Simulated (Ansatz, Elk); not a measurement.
**Bonding as seen by X-rays: NbSn3Se4**

The structure of NbSn3Se4 used here is made up (a known structure type with other elements) and was relaxed beforehand with PBE. The aim is the Fourier transform of its all-electron density, F(hkl), set beside the sum over free spherical atoms that refinements use.

Calculated with Elk 11.2.3 (patched build); DFT, PBE, all-electron APW+lo, Dirac cores, scalar-relativistic bands, static density, no spin.

The structure was built from a prototype and need not be the compound's stable phase.

**1. The structure**

The structure is cubic, space group P-43m (No. 215). Conventional cell: a = 6.541 Å, b = 6.541 Å, c = 6.541 Å, α = 90.00°, β = 90.00°, γ = 90.00°. Nearest to Sn lie 4 Se at 2.97 Å. Nearest to Nb lie 4 Se at 2.47 Å. Se has 1 Nb at 2.47 Å and 3 Sn at 2.97 Å nearest. Farther neighbours and most contacts between anions are not listed.

**2. Ground state and structure factors**

An all-electron density is needed, since X-rays see the cores too. Task 0 finds the density and task 195 Fourier-transforms it; tshift is off so that phases refer to the origin typed.

elk.in reads:

```
tasks
  0
  195

xctype
  20

spinpol
  .false.

rgkmax
  7.0

gmaxvr
  14.0

lmaxo
  7

lmaxapw
  8

swidth
  0.002

tshift
  .false.

ramdisk
  .false.

hmaxvr
  5.5

maxscl
  120

epspot
  1e-06

sppath
  './'

avec
  12.36014799101 0.00000000000 -0.00000000000
  0.00000000000 12.36014799101 0.00000000000
  -0.00000000000 0.00000000000 12.36014799101

atoms
  3
  'Sn.in'
  3
  0.0000000000 0.5000000000 0.5000000000   0.000000 0.000000 0.000000
  0.5000000000 -0.0000000000 0.5000000000   0.000000 0.000000 0.000000
  0.5000000000 0.5000000000 -0.0000000000   0.000000 0.000000 0.000000
  'Nb.in'
  1
  0.0000000000 -0.0000000000 -0.0000000000   0.000000 0.000000 0.000000
  'Se.in'
  4
  0.2176785958 0.2176785958 0.2176785958   0.000000 0.000000 0.000000
  0.2176785958 0.7823214042 0.7823214042   0.000000 0.000000 0.000000
  0.7823214042 0.2176785958 0.7823214042   0.000000 0.000000 0.000000
  0.7823214042 0.7823214042 0.2176785958   0.000000 0.000000 0.000000

ngridk
  4 4 4
```

On the command line:

```
$ OMP_NUM_THREADS=4 elk
```

Numbers of over 12 decimals in the logs are rounded to 6 here.

Output:

```text
┌─────────────────────────┐
│ Elk code version 11.2.3 │
└─────────────────────────┘

All units are atomic (Hartree, Bohr, etc.)

┌─────────────────────────────────────────────────┐
│ Ground-state run starting from atomic densities │
└─────────────────────────────────────────────────┘

Lattice vectors :
   12.36014799       0.000000000      -0.000000000
   0.000000000       12.36014799       0.000000000
  -0.000000000       0.000000000       12.36014799

Reciprocal lattice vectors :
  0.5083422392      -0.000000000       0.000000000
  -0.000000000      0.5083422392      -0.000000000
   0.000000000      -0.000000000      0.5083422392

Unit cell volume      :    1888.300082
Brillouin zone volume :   0.1313616494

Muffin-tin inner radius fraction :   0.1000000000E-01

Nuclei treated as point charges

Species : 1 (Sn)
 parameters loaded from : Sn.in
 name : tin
 nuclear charge    :   -50.00000000
 electronic charge :    50.00000000
 atomic mass :    216395.0922
 muffin-tin radius :    2.600000000
 number of radial points in muffin-tin :   1193
 inner part over the whole radius :   0.9914297220E-02
 number on inner part of muffin-tin    :    850
 approximate nuclear radius :   0.8828114845E-04
 number of mesh points to nuclear radius :    428
 atomic positions (lattice), magnetic fields (Cartesian) :
  1 :   0.00000000  0.50000000  0.50000000    0.00000000  0.00000000  0.00000000
  2 :   0.50000000  0.00000000  0.50000000    0.00000000  0.00000000  0.00000000
  3 :   0.50000000  0.50000000  0.00000000    0.00000000  0.00000000  0.00000000

Species : 2 (Nb)
 parameters loaded from : Nb.in
 name : niobium
 nuclear charge    :   -41.00000000
 electronic charge :    41.00000000
 atomic mass :    169357.9704
 muffin-tin radius :    2.397278722
 number of radial points in muffin-tin :   1193
 inner part over the whole radius :   0.9901533027E-02
 number on inner part of muffin-tin    :    846
 approximate nuclear radius :   0.8268951942E-04
 number of mesh points to nuclear radius :    420
 atomic positions (lattice), magnetic fields (Cartesian) :
  1 :   0.00000000  0.00000000  0.00000000    0.00000000  0.00000000  0.00000000

Species : 3 (Se)
 parameters loaded from : Se.in
 name : selenium
 nuclear charge    :   -34.00000000
 electronic charge :    34.00000000
 atomic mass :    143935.2749
 muffin-tin radius :    2.212872666
 number of radial points in muffin-tin :    993
 inner part over the whole radius :   0.9897871987E-02
 number on inner part of muffin-tin    :    701
 approximate nuclear radius :   0.7785908700E-04
 number of mesh points to nuclear radius :    344
 atomic positions (lattice), magnetic fields (Cartesian) :
  1 :   0.21767860  0.21767860  0.21767860    0.00000000  0.00000000  0.00000000
  2 :   0.21767860  0.78232140  0.78232140    0.00000000  0.00000000  0.00000000
  3 :   0.78232140  0.21767860  0.78232140    0.00000000  0.00000000  0.00000000
  4 :   0.78232140  0.78232140  0.21767860    0.00000000  0.00000000  0.00000000

Total number of atoms per unit cell :    8
Total muffin-tin volume :    460.1346550
 ratio of muffin-tin to unit cell volume :   0.2436766588

Spin treatment :
 spin-unpolarised

Number of Bravais lattice symmetries :   48
Number of crystal symmetries         :   24
Crystal has no inversion symmetry
Complex Hermitian eigensolver will be used

k-point grid :      4     4     4
k-point offset :    0.000000000       0.000000000       0.000000000
k-point set is reduced with full crystal symmetry group
Total number of k-points :       11

Muffin-tin radius times maximum |G+k| :    7.000000000
 using average radius
Maximum |G+k| for APW functions       :    2.939822456
Maximum (1/2)|G+k|²                   :    4.321278036
Maximum |G| for potential and density :    14.00000000
Constant for pseudocharge density :    9
 order of it for each species :   16  16  16
 order of it for pair densities of each species (exact exchange by exxq0 0: 17) :   12  10   8
Radial integration step length :    1

[...]
correlation                 :     -16.805541846414
 electron entropic           :    -0.23852893332926E-02
 total energy                :     -32080.993870656

Density of states at Fermi energy :    166.7191768
 (states/Hartree/unit cell)

Estimated indirect band gap :   0.1768003142E-02
 from k-point 3 to k-point 10
Estimated direct band gap   :   0.2568508889E-02
 at k-point 3

Charges :
 core                        :    190.0000000
 valence                     :    137.0000000
 interstitial                :    16.76058595
 muffin-tins (core leakage)
  species : 1 (Sn)
[...]
species : 2 (Nb)
[...]
species : 3 (Se)
[...]
total in muffin-tins        :    310.2394141
 total calculated charge     :    326.9985973
 total charge                :    327.0000000
 error                       :   0.1402740878E-02

RMS change in Kohn-Sham potential (target) :   0.1586366927     (  0.1000000000E-05)
Absolute change in total energy (target)   :   0.4355212154     (  0.1000000000E-03)

[... loops 3 to 15 left out ...]

┌──────────────────┐
│ Loop number : 16 │
└──────────────────┘

Energies :
 Fermi                       :     0.146472
 sum of occupied eigenvalues :     -19122.888754702
 electron kinetic            :      33422.382258956
 core electron kinetic       :      31796.923683121
 Coulomb                     :     -64533.937400319
 Coulomb potential           :     -51284.641142255
 nuclear-nuclear             :     -2962.0898628413
 electron-nuclear            :     -71906.474280381
 Hartree                     :      10334.626742904
 Madelung                    :     -38891.616829191
 xc potential                :     -1260.6298714032
 exchange                    :     -950.30516270433
 correlation                 :     -16.807760219763
 electron entropic           :    -0.21380142375840E-02
 total energy                :     -32078.670202301

Density of states at Fermi energy :    148.7673296
 (states/Hartree/unit cell)

Estimated indirect band gap :   0.1784083461E-02
 from k-point 3 to k-point 1
Estimated direct band gap   :   0.4299484736E-02
 at k-point 3

Charges :
 core                        :    190.0000000
 valence                     :    137.0000000
 interstitial                :    16.77465817
 muffin-tins (core leakage)
  species : 1 (Sn)
[...]
species : 2 (Nb)
[...]
species : 3 (Se)
[...]
total in muffin-tins        :    310.2253418
 total calculated charge     :    326.9986005
 total charge                :    327.0000000
 error                       :   0.1399486497E-02

RMS change in Kohn-Sham potential (target) :   0.6178665463E-06 (  0.1000000000E-05)
Absolute change in total energy (target)   :   0.4731874287E-04 (  0.1000000000E-03)

Convergence targets achieved

┌──────────────────┐
│ Loop number : 17 │
└──────────────────┘

Energies :
 Fermi                       :     0.146472
 sum of occupied eigenvalues :     -19122.888762849
 electron kinetic            :      33422.382281715
 core electron kinetic       :      31796.923692868
 Coulomb                     :     -64533.937417731
 Coulomb potential           :     -51284.641127608
 nuclear-nuclear             :     -2962.0898628413
 electron-nuclear            :     -71906.474330265
 Hartree                     :      10334.626775375
 Madelung                    :     -38891.616853927
 xc potential                :     -1260.6299169561
 exchange                    :     -950.30516376273
 correlation                 :     -16.807760273206
 electron entropic           :    -0.21380110163001E-02
 total energy                :     -32078.670198063

Density of states at Fermi energy :    148.7670689
 (states/Hartree/unit cell)

Estimated indirect band gap :   0.1784059693E-02
 from k-point 3 to k-point 1
Estimated direct band gap   :   0.4299455465E-02
 at k-point 3

Charges :
 core                        :    190.0000000
 valence                     :    137.0000000
 interstitial                :    16.77465722
 muffin-tins (core leakage)
  species : 1 (Sn)
[...]
species : 2 (Nb)
[...]
species : 3 (Se)
[...]
atom 2                    :    31.93658980     (  0.1984597887E-03)
   atom 3                    :    31.93658980     (  0.1984597887E-03)
   atom 4                    :    31.93658980     (  0.1984597887E-03)
 total in muffin-tins        :    310.2253428
 total calculated charge     :    326.9986005
 total charge                :    327.0000000
 error                       :   0.1399486334E-02

┌──────────────────────────────┐
│ Self-consistent loop stopped │
└──────────────────────────────┘

Warning : core states of species 3 leak from the muffin-tin :   0.1984597887E-03

Wrote STATE.OUT
```

It took 2.4 min on 4 threads of Arm Neoverse V1, shared host; peak memory 0.53 GiB; 6.7 min of CPU time.

SFACRHO.OUT:

```text

h k l indices transformed by vhmat matrix:
   1.000000000       0.000000000       0.000000000    
   0.000000000       1.000000000       0.000000000    
   0.000000000       0.000000000       1.000000000    

      h      k      l  multipl.   |H|            Re(F)            Im(F)           |F|

      0      0      0      1   0.0000000       327.00000     -0.40874784E-15   327.00000    
      0      1      0      6  0.50834224       17.408016     -0.32756785E-14   17.408016    
      1     -1      0     12  0.71890449      -3.6028595     -0.86867824E-14   3.6028595    
     -1      1      1      4  0.88047459       169.87650       113.38551       204.24078    
     -1      1     -1      4  0.88047459       169.87650      -113.38551       204.24078    
      0      0     -2      6   1.0166845       56.882719     -0.49135177E-13   56.882719    
      2      0     -1     24   1.1366878      -29.392408      0.13102714E-13   29.392408    
     -1     -2      1     12   1.2451791      -12.471343      -41.855625       43.674108    
     -2      1      1     12   1.2451791      -12.471343       41.855625       43.674108    
      2      0     -2     12   1.4378090       238.14683     -0.19654071E-13   238.14683    
     -1      2      2     12   1.5250267       9.6472525       15.889996       18.589283    
      0      0     -3      6   1.5250267      -66.856902     -0.49135177E-13   66.856902    
     -2     -1      2     12   1.5250267       9.6472525      -15.889996       18.589283    
      1     -3      0     24   1.6075193      -19.404224      0.18016232E-13   19.404224    
     -1      3      1     12   1.6859805       138.97314      -77.938120       159.33576    
     -1     -1      3     12   1.6859805       138.97314       77.938120       159.33576    
      2      2     -2      4   1.7609492       63.427000       6.6810395       63.777901    
     -2     -2      2      4   1.7609492       63.427000      -6.6810395       63.777901
```

Elk indexes on the primitive cell of elk.in and gives |H| = 4π sin θ/λ in inverse bohr. Below, one row stands for each form hkl of the conventional cell (m members, Friedel mates merged), F is for one primitive cell and the density is static (no thermal factor). Free-atom factors are Waasmaier and Kirfel's, and R is Σm||F|−|F'||/Σm|F|.

```csv
hkl,m,sin θ/λ (Å⁻¹),"abs F, DFT",neutral atoms,diff.,abs of complex diff.
100,6,0.076,17.408,17.303,+0.105,0.105
110,12,0.108,3.603,3.633,-0.030,0.030
111,8,0.132,204.240,203.973,+0.267,0.686
200,6,0.153,56.883,57.426,-0.544,0.544
210,24,0.171,29.392,29.167,+0.226,0.226
211,24,0.187,43.674,43.442,+0.232,0.297
220,12,0.216,238.147,238.338,-0.191,0.191
221,24,0.229,18.589,18.567,+0.022,0.207
300,6,0.229,66.857,66.740,+0.117,0.117
310,24,0.242,19.404,19.308,+0.096,0.096
311,24,0.254,159.336,159.726,-0.391,0.429
222,8,0.265,63.778,63.574,+0.204,0.658
320,24,0.276,43.130,43.378,-0.248,0.248
321,48,0.286,30.073,30.291,-0.217,0.230
```

**3. The highest occupied states alone**

An energy window below the Fermi level keeps the highest occupied states, to see at which angles they scatter; shallow core shells can lie inside it and anion s states outside. No new self-consistency is needed.

Edit elk.in of step 2 so:

```diff
@@ -1,3 +1,2 @@
 tasks
-  0
   195
@@ -40,2 +39,5 @@
 
+wsfac
+  -0.294520 0.446470
+
 sppath
```

On the command line:

```
$ OMP_NUM_THREADS=4 elk
```

Output:

```text
┌─────────────────────────────────┐
│ Elk code version 11.2.3 started │
└─────────────────────────────────┘

Info(readinput): the functional depends on the density's gradient
 muffin-tin radial points multiplied by    2.00000
 (not where nrmtscf is given)

┌────────────────────┐
│ Current task : 195 │
└────────────────────┘
Info(checkmt): changed muffin-tin radius of species 2 (Nb) from   2.6000 to   2.3973
Info(checkmt): changed muffin-tin radius of species 3 (Se) from   2.4000 to   2.2129

Info(sfacrho): density structure factors written to SFACRHO.OUT

 Energy window :  -0.2945200000      0.4464700000

┌──────────────────┐
│ Elk code stopped │
└──────────────────┘
```

It took 50 s on 4 threads; peak memory 0.28 GiB; 54 s of CPU time.

States within 12 eV below the Fermi level hold 33.00 electrons; any levels below the window count with the cores. Their amplitudes can exceed the total, where window and core parts have opposite phase:

```csv
hkl,sin θ/λ (Å⁻¹),"abs F, window","abs F, all"
100,0.076,3.538,17.408
110,0.108,1.302,3.603
111,0.132,9.594,204.240
200,0.153,1.951,56.883
210,0.171,0.266,29.392
211,0.187,1.477,43.674
220,0.216,2.523,238.147
221,0.229,0.739,18.589
300,0.229,0.318,66.857
310,0.242,0.372,19.404
```

**4. Another functional**

The difference from free atoms is small, so it is set against the change that LDA (Perdew-Wang) makes.

Edit elk.in of step 3 so:

```diff
@@ -1,2 +1,3 @@
 tasks
+  0
   195
@@ -4,3 +5,3 @@
 xctype
-  20
+  3
 
@@ -39,5 +40,2 @@
 
-wsfac
-  -0.294520 0.446470
-
 sppath
```

On the command line:

```
$ OMP_NUM_THREADS=4 elk
```

Output:

```text
┌─────────────────────────┐
│ Elk code version 11.2.3 │
└─────────────────────────┘

All units are atomic (Hartree, Bohr, etc.)

┌─────────────────────────────────────────────────┐
│ Ground-state run starting from atomic densities │
└─────────────────────────────────────────────────┘

Lattice vectors :
   12.36014799       0.000000000      -0.000000000
   0.000000000       12.36014799       0.000000000
  -0.000000000       0.000000000       12.36014799

Reciprocal lattice vectors :
  0.5083422392      -0.000000000       0.000000000
[...]
species : 2 (Nb)
[...]
species : 3 (Se)
[...]
atom 3                    :    31.93558602     (  0.1972532661E-03)
   atom 4                    :    31.93558602     (  0.1972532661E-03)
 total in muffin-tins        :    310.2706484
 total calculated charge     :    326.9986122
 total charge                :    327.0000000
 error                       :   0.1387788592E-02

┌──────────────────────────────┐
│ Self-consistent loop stopped │
└──────────────────────────────┘

Warning : core states of species 3 leak from the muffin-tin :   0.1972532661E-03

Wrote STATE.OUT
[key lines of the parts left out:]
total energy                :     -32046.058478894
```

The job ended after 1.8 min (4 threads; peak memory 0.36 GiB; 5.5 min of CPU time).

Against the first run R = 0.04 %; the largest change is -0.068 at 222.

**5. Basis size**

The basis and the expansions that go with it are enlarged, to see whether the differences are converged.

Edit elk.in of step 4 so:

```diff
@@ -5,3 +5,3 @@
 xctype
-  3
+  20
 
@@ -11,12 +11,12 @@
 rgkmax
-  7.0
+  8.5
 
 gmaxvr
-  14.0
+  18.0
 
 lmaxo
-  7
+  9
 
 lmaxapw
-  8
+  10
```

On the command line:

```
$ OMP_NUM_THREADS=4 elk
```

Output:

```text
┌─────────────────────────┐
│ Elk code version 11.2.3 │
└─────────────────────────┘

All units are atomic (Hartree, Bohr, etc.)

┌─────────────────────────────────────────────────┐
│ Ground-state run starting from atomic densities │
└─────────────────────────────────────────────────┘

Lattice vectors :
   12.36014799       0.000000000      -0.000000000
   0.000000000       12.36014799       0.000000000
  -0.000000000       0.000000000       12.36014799

Reciprocal lattice vectors :
  0.5083422392      -0.000000000       0.000000000
[...]
species : 2 (Nb)
[...]
species : 3 (Se)
[...]
atom 3                    :    31.94250418     (  0.1982267277E-03)
   atom 4                    :    31.94250418     (  0.1982267277E-03)
 total in muffin-tins        :    310.2744686
 total calculated charge     :    326.9989284
 total charge                :    327.0000000
 error                       :   0.1071560141E-02

┌──────────────────────────────┐
│ Self-consistent loop stopped │
└──────────────────────────────┘

Warning : core states of species 3 leak from the muffin-tin :   0.1982267277E-03

Wrote STATE.OUT
[key lines of the parts left out:]
total energy                :     -32078.713395761
```

Run time: 8 min. Hardware: 4 threads; peak memory 0.91 GiB; 24 min of CPU time.

Against the first run R = 0.01 %; the largest change is -0.016 at 522.

**6. Settings against the effect**

```csv
run,R against the first run (%),"R against neutral atoms, low angle (%)",wall time
"PBE, rgkmax 7",0.00,0.34,2.4 min
LDA (Perdew-Wang),0.04,0.33,1.8 min
rgkmax 8.5 with larger expansions,0.01,0.34,8 min
```

**7. Results**

| Item | Value |
| --- | --- |
| R against neutral atoms, sin θ/λ < 0.3 Å⁻¹ | 0.34 % |
| R against neutral atoms, 0.3 to 0.78 Å⁻¹ | 0.15 % |

**Reading.** Independent neutral atoms miss the calculated amplitudes by R = 0.34 % below 0.3 Å⁻¹ and 0.15 % from there to 0.78 Å⁻¹; by shells, 0.18 % below 0.15 Å⁻¹ (3 forms), 0.36 % 0.15 to 0.3 (11 forms), 0.22 % 0.3 to 0.45 (24 forms), 0.14 % above 0.45 (111 forms). Bonding, aspherical density and the tables' own atoms all enter these figures, and the runs don't part them. The largest change of an amplitude is -0.54 electrons, at 200. R counts amplitudes alone; phases shift too. The window's part falls from 33.0 electrons at the origin to at most 0.36 between 0.45 and 0.78 Å⁻¹. Below 0.3 Å⁻¹ the changes that finished (LDA (Perdew-Wang) and rgkmax 8.5 with larger expansions) move F by R = 0.02 % at most, against the 0.34 % that separates it from free atoms. The k-mesh has no finished test. These runs have no spin, though d or f shells may be open. The electron count is odd, so without spin the run is a metal by force. Part of the difference isn't bonding: the tables are fits to free atoms and ions calculated by other methods than this functional. Thermal motion, anomalous dispersion and extinction are left out.

[Logs are printed without paths, hosts, clocks, repeated set-up lines and the standing remarks that a program may print on its own settings, such as how far it seeks lower states.]

[Hosts, paths, dates, database ids (printed as entryN), source tags and the programs' standing remarks are cut or masked in the printed files.]
